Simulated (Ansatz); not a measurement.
# (AlN)1(GaN)3 [0001] superlattice, started as wurtzite: the cell at rest

Wanted: the relaxed cell of (AlN)1(GaN)3 [0001] superlattice, started as wurtzite.

Calculated with Ansatz 0.2.0; DFT PBEsol, scalar-relativistic, plane waves, PAW.

This is a report of a sequence of runs, with most program output left out.

The structure was built from a prototype and need not be the compound's stable phase.

## (1) Set-up

Symmetry: P3m1, No. 156, trigonal system. Conventional cell: a = 3.170 Å, b = 3.170 Å, c = 10.275 Å, α = 90.00°, β = 90.00°, γ = 120.00°. Nearest to Al lie 4 N at 1.93 to 1.94 Å. Ga has 4 N at 1.93 to 1.94 Å nearest. Nearest to Ga lie 4 N at 1.93 to 1.94 Å. N has 1 Al at 1.93 Å and 3 Ga at 1.94 Å nearest. Nearest to N lie 4 Ga at 1.93 to 1.94 Å. Farther neighbours and most contacts between anions are not listed.

Coordinates:

```xyz
8
Lattice="3.1700 0.0000 0.0000 -1.5850 2.7453 0.0000 0.0000 0.0000 10.2750" Properties=species:S:1:pos:R:3 pbc="T T T"
Al    0.0000    1.8302    0.0000
Ga    1.5850    0.9151    2.5688
Ga    0.0000    1.8302    5.1375
Ga    1.5850    0.9151    7.7063
N     0.0000    1.8302    1.9266
N     1.5850    0.9151    4.4953
N     0.0000    1.8302    7.0641
N     1.5850    0.9151    9.6328
```

## (2) Probe on a coarse mesh

First a cheap look: the gap decides the mesh and the occupations, the pressure tells how far the cell has to move.

File input.yaml:

```yaml
crystal:
  lattice:
    - [3.17, 0.0, 0.0]
    - [-1.585, 2.7453, 0.0]
    - [0.0, 0.0, 10.275]
  atoms:
    - { symbol: Al, position: [0.333333, 0.666667, 0.0] }
    - { symbol: Ga, position: [0.666667, 0.333333, 0.25] }
    - { symbol: Ga, position: [0.333333, 0.666667, 0.5] }
    - { symbol: Ga, position: [0.666667, 0.333333, 0.75] }
    - { symbol: "N", position: [0.333333, 0.666667, 0.1875] }
    - { symbol: "N", position: [0.666667, 0.333333, 0.4375] }
    - { symbol: "N", position: [0.333333, 0.666667, 0.6875] }
    - { symbol: "N", position: [0.666667, 0.333333, 0.9375] }
kpoints:
  mp_grid: { grid: [6, 6, 2] }
hamiltonian:
  xc: pbesol
scf:
  occupations: { method: gaussian, width: 0.1 }
output:
  forces: true
  stress: true
  eigenvalues: true
```

On the command line:

```
$ ansatz run input.yaml --threads 8 --pin off --max-ram 14336MiB --backend cpu --events-out ev --progress --plain --runs-dir out
```

It took 0.89 s on 8 threads of Intel Xeon Platinum 8259CL at 2.50GHz (Skylake/Cascade Lake), shared host; peak memory 0.49 GiB; 4.9 s of CPU time.

A gap read on the k-mesh alone can miss the band edges.

This step gave:

| Item | Value |
| --- | --- |
| pressure | -0.3011 GPa |
| gap on the k-mesh | 2.279 eV |
| volume per atom | 11.18 Å³ |
| direct gap on mesh | 2.279 eV |

The coarse mesh shows a gap of 2.28 eV and a pressure of -0.3 GPa.

## (3) Rough relaxation

A rough relaxation comes first, because large forces or stress need no tight tolerances yet.

input.yaml: that of step 2 with these lines changed.

```diff
@@ -15,3 +15,3 @@
 kpoints:
-  mp_grid: { grid: [6, 6, 2] }
+  mp_grid: { grid: [9, 9, 2] }
 hamiltonian:
@@ -24 +24,6 @@
   eigenvalues: true
+relax:
+  adjacent_minimum: "off"
+  f_tol: 0.05
+  max_steps: 80
+  cell: { stress_tol: 0.5 }
```

It took 5.5 s on 8 threads; peak memory 0.58 GiB; 36 s of CPU time.

Relaxation path:

```csv
step,energy less that of the first step (eV),largest force component (eV/Å),pressure (GPa),volume (Å³)
1,0.0000,1.0830,-0.29,89.42
2,-0.0433,0.4123,-0.28,89.33
3,-0.0519,0.0849,0.03,89.18
4,-0.0524,0.0459,0.01,89.19
5*,-0.0516,0.0460,-0.01,89.19
```

Relaxation steps marked * repeat the geometry before them on a plane-wave basis chosen anew for their cell, so energy and pressure can jump there.

The run keeps the 6 symmetry operations that it works with, so distortions that break them were not tested.

```csv
"conventional cell, symmetrised",before,after,change
a (Å),3.170,3.164,-0.2 %
b (Å),3.170,3.164,-0.2 %
c (Å),10.275,10.285,+0.1 %
volume (Å³/atom),11.18,11.15,-0.3 %
```

The atoms that moved most (Å, as changes of fractional coordinates times the final cell):

```csv
atom,dx,dy,dz,length
N8,0.000,0.000,0.056,0.056
N5,0.000,0.000,-0.046,0.046
Ga2,0.000,0.000,-0.032,0.032
Ga4,0.000,0.000,0.027,0.027
N7,0.000,0.000,0.020,0.020
Al1,0.000,0.000,-0.011,0.011
N6,0.000,0.000,-0.008,0.008
```

The relaxed structure:

```cif
data_structure
_symmetry_space_group_name_H-M 'P 1'
_symmetry_Int_Tables_number 1
_cell_length_a 3.1644
_cell_length_b 3.1644
_cell_length_c 10.2846
_cell_angle_alpha 90.000
_cell_angle_beta 90.000
_cell_angle_gamma 120.000
_cell_volume 89.19
loop_
_atom_site_label
_atom_site_type_symbol
_atom_site_fract_x
_atom_site_fract_y
_atom_site_fract_z
_atom_site_occupancy
Al1 Al 0.33333 0.66667 0.99892 1
Ga2 Ga 0.66667 0.33333 0.24690 1
Ga3 Ga 0.33333 0.66667 0.49953 1
Ga4 Ga 0.66667 0.33333 0.75259 1
N5 N 0.33333 0.66667 0.18301 1
N6 N 0.66667 0.33333 0.43672 1
N7 N 0.33333 0.66667 0.68940 1
N8 N 0.66667 0.33333 0.94294 1
```

This step gave:

| Property | Result |
| --- | --- |
| pressure | -0.005587 GPa |
| volume per atom | 11.15 Å³ |

In this step the volume went from 11.18 to 11.15 Å³/atom.

## (4) Relaxation

The cell and atoms are relaxed, since residual forces and stress would shift the frequencies.

File input.yaml:

```yaml
crystal:
  lattice:
    - [3.1644140756, 0.0, 0.0]
    - [-1.5822070378, 2.7404629776, 0.0]
    - [0.0, 0.0, 10.2845958821]
  atoms:
    - { symbol: Al, position: [0.3333333333, 0.6666666667, -0.0010801652] }
    - { symbol: Ga, position: [0.6666666667, 0.3333333333, 0.2469036849] }
    - { symbol: Ga, position: [0.3333333333, 0.6666666667, 0.4995275055] }
    - { symbol: Ga, position: [0.6666666667, 0.3333333333, 0.7525865563] }
    - { symbol: "N", position: [0.3333333333, 0.6666666667, 0.1830073305] }
    - { symbol: "N", position: [0.6666666667, 0.3333333333, 0.4367161203] }
    - { symbol: "N", position: [0.3333333333, 0.6666666667, 0.6893981362] }
    - { symbol: "N", position: [0.6666666667, 0.3333333333, 0.9429408314] }
kpoints:
  mp_grid: { grid: [9, 9, 4] }
hamiltonian:
  xc: pbesol
scf:
  occupations: { method: gaussian, width: 0.02 }
output:
  forces: true
  stress: true
  eigenvalues: true
relax:
  adjacent_minimum: "off"
  f_tol: 0.005
  max_steps: 80
  cell: { stress_tol: 0.05 }
```

It took 8.9 s on 8 threads; peak memory 0.63 GiB; 62 s of CPU time.

Little changed from the start: no atom moved by 0.005 Å and no cell edge by 0.1 %.

This step gave:

- pressure: 0.007617 GPa
- gap on the k-mesh: 2.283 eV
- direct gap on mesh: 2.283 eV

In this step the volume went from 11.15 to 11.15 Å³/atom.

## (5) Relaxing to small forces for the phonons

Phonons need a cell at rest on their own settings, so the relaxation is repeated with tight tolerances on forces and stress, using the mesh and the filling of the phonon run that follows.

File input.yaml:

```yaml
crystal:
  lattice:
    - [3.1646689651, 0.0, 0.0]
    - [-1.5823344826, 2.7406837184, 0.0]
    - [0.0, 0.0, 10.2824300056]
  atoms:
    - { symbol: Al, position: [0.3333333333, 0.6666666667, -0.001229188] }
    - { symbol: Ga, position: [0.6666666667, 0.3333333333, 0.2468120728] }
    - { symbol: Ga, position: [0.3333333333, 0.6666666667, 0.4994039938] }
    - { symbol: Ga, position: [0.6666666667, 0.3333333333, 0.7524400901] }
    - { symbol: "N", position: [0.3333333333, 0.6666666667, 0.1832029882] }
    - { symbol: "N", position: [0.6666666667, 0.3333333333, 0.4368505409] }
    - { symbol: "N", position: [0.3333333333, 0.6666666667, 0.6895116397] }
    - { symbol: "N", position: [0.6666666667, 0.3333333333, 0.9430078623] }
kpoints:
  mp_grid: { grid: [9, 9, 4] }
hamiltonian:
  xc: pbesol
scf:
  occupations: { method: fixed }
output:
  forces: true
  stress: true
  eigenvalues: true
relax:
  adjacent_minimum: "off"
  f_tol: 0.001
  max_steps: 60
  cell: { stress_tol: 0.01 }
```

Elapsed: 7.6 s, on 8 threads; peak memory 0.63 GiB.

Little changed from the start: no atom moved by 0.005 Å and no cell edge by 0.1 %.

Numbers from this step:

* pressure: 1.86e-4 GPa

The largest force component left is 0.19 meV/Å and the pressure is 0.000 GPa, within the tolerances set. The cell now holds 11.15 Å³/atom.

## (6) What came out

```json
{
 "space group after relaxation (within 0.01 Å)": "P3m1",
 "lattice constant a": "3.165 Å",
 "lattice constant b": "3.165 Å",
 "lattice constant c": "10.283 Å",
 "volume per atom": "11.1 Å³",
 "gap on the k-mesh": "2.28 eV"
}
```

What this shows: The largest force component left is 0.19 meV/Å and the pressure is 0.000 GPa, within the tolerances set. The cell now holds 11.15 Å³/atom. The relaxation keeps the symmetry of its start, so it says nothing on stability against lower symmetry. The starting cell was built on a prototype and not taken from a measurement, so the phase need not exist.

[Logs are printed without paths, hosts, clocks, repeated set-up lines and the standing remarks that a program may print on its own settings, such as how far it seeks lower states.]

[Hosts, paths, dates, database ids (printed as entryN), source tags and the programs' standing remarks are cut or masked in the printed files.]
